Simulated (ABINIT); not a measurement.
Planning a run of ABINIT 10.8.3 on CsCu2I3 (Cmcm). The input:

```
acell 3*1.0 Angstrom
rprim 
  5.273950000000 -6.586250000000 0.000000000000
  5.273950000000 6.586250000000 0.000000000000
  0.000000000000 0.000000000000 6.097180000000
ntypat 3
znucl 55 29 53
natom 12
typat 1 1 2 2 2 2 3 3 3 3 3 3
xred 
  0.327800000000 0.672200000000 0.250000000000
  0.672200000000 0.327800000000 0.750000000000
  0.851000000000 0.851000000000 0.000000000000
  0.149000000000 0.149000000000 0.500000000000
  0.149000000000 0.149000000000 0.000000000000
  0.851000000000 0.851000000000 0.500000000000
  0.879600000000 0.120400000000 0.250000000000
  0.120400000000 0.879600000000 0.750000000000
  0.836000000000 0.598000000000 0.250000000000
  0.164000000000 0.402000000000 0.750000000000
  0.598000000000 0.836000000000 0.750000000000
  0.402000000000 0.164000000000 0.250000000000
pp_dirpath "pseudos"
pseudos "Cs.upf, Cu.upf, I.upf"
ecut 38
ngkpt 2 2 4
nshiftk 1
shiftk 0 0 0
kptopt 1
chksymbreak 0
nband 78
occopt 1
tolvrs 1e-08
nstep 60
prtwf 0
optforces 0
optstress 0
indata_prefix "in"
outdata_prefix "out"
tmpdata_prefix "tmp"
```

```sh
OMP_NUM_THREADS=1 mpirun -n 4 abinit run.abi > log
```

Q: How long will it take on 4 MPI ranks of Arm Neoverse V1, shared host, and how much memory?

It took 18 min; on shared hardware allow 9.2 min to 37 min. Peak host memory was 1.0 GiB.

[Paths, hosts, dates, memory and timing lines, banners, echoed tables and standing remarks are left out of the program output.]

[Logs are printed without paths, hosts, clocks, repeated set-up lines and the standing remarks that a program may print on its own settings, such as how far it seeks lower states.]

[Runs of the session that timed out or met a known fault of the program may be left out.]

[Hosts, paths, dates, database ids (printed as entryN), source tags and the programs' standing remarks are cut or masked in the printed files.]

[G0W0 gaps are taken among the corrected bands and points alone; a level outside them can change the order at an edge.]

[Where Ansatz stands beside ABINIT at settings called matched, ABINIT's density can come from a denser mesh and the files from another edition; pairs whose starting gaps differed by over 0.03 eV were left out, so agreement reads better than it is.]
